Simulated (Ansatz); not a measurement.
In doubt: one-shot GW on d or f shells is unsure, so the values of those runs are not to be relied on; masses and optical values from hybrid runs of this build are listed as unsure (in some of the runs), which bears on the screening that GW takes from such a start.

Two G0W0 runs on CuBiSeO (P4/nmm).

```xyz
8
Lattice="3.9221 0.0000 0.0000 0.0000 3.9221 0.0000 0.0000 0.0000 8.9133" Properties=species:S:1:pos:R:3 pbc="T T T"
Cu    0.0000    0.0000    4.4566
Cu    1.9610    1.9610    4.4566
Bi    0.0000    1.9610    7.6660
Bi    1.9610    0.0000    1.2473
Se    1.9610    0.0000    5.9998
Se    0.0000    1.9610    2.9135
O     1.9610    1.9610    0.0000
O     0.0000    0.0000    0.0000
```

Geometry: measured lattice cell, ions relaxed with r2SCAN; the structure entry is the Materials Project's. The runs that relaxed it are not among those shown. Spin-orbit coupling is left out unless a run names it.

The first (Ansatz 0.2.0; start r2SCAN, 4×4×2 mesh, 409 empty bands, screening to 120 eV, PAW set soft_1 files; 1 × NVIDIA GB200 (shared by 2 runs) with 24 threads of Arm Neoverse V2, shared host) gave, on its mesh: starting gap 0.59 eV, G0W0 gap 0.62 eV, RPA ε∞ (mean) 17.04, 12 s.

The second gave: starting gap 1.21 eV, G0W0 gap 0.93 eV, RPA ε∞ (mean) 10.48, 26 s.

What was changed in the input? Choose among start, files, mesh, bands and cutoff, frequency model or another key.

Changed: start from r2SCAN to HSE06. A jump of this size in the start, with ε∞ moving the other way, marks another functional. Other changes could give like numbers; this is the one that was made.

Limits: not at the basis limit; model gap, bands may invert with spin-orbit coupling; d shell near the gap, gap tends to lie low; no spin-orbit coupling; coarse k mesh.

[Paths, hosts, dates, memory and timing lines, banners, echoed tables and standing remarks are left out of the program output.]

[Logs are printed without paths, hosts, clocks, repeated set-up lines and the standing remarks that a program may print on its own settings, such as how far it seeks lower states.]

[Runs of the session that timed out or met a known fault of the program may be left out.]

[Cells called generated may have been cut or substituted from an entry of the Crystallography Open Database or the Materials Project.]

[Hosts, paths, dates, database ids (printed as entryN), source tags and the programs' standing remarks are cut or masked in the printed files.]
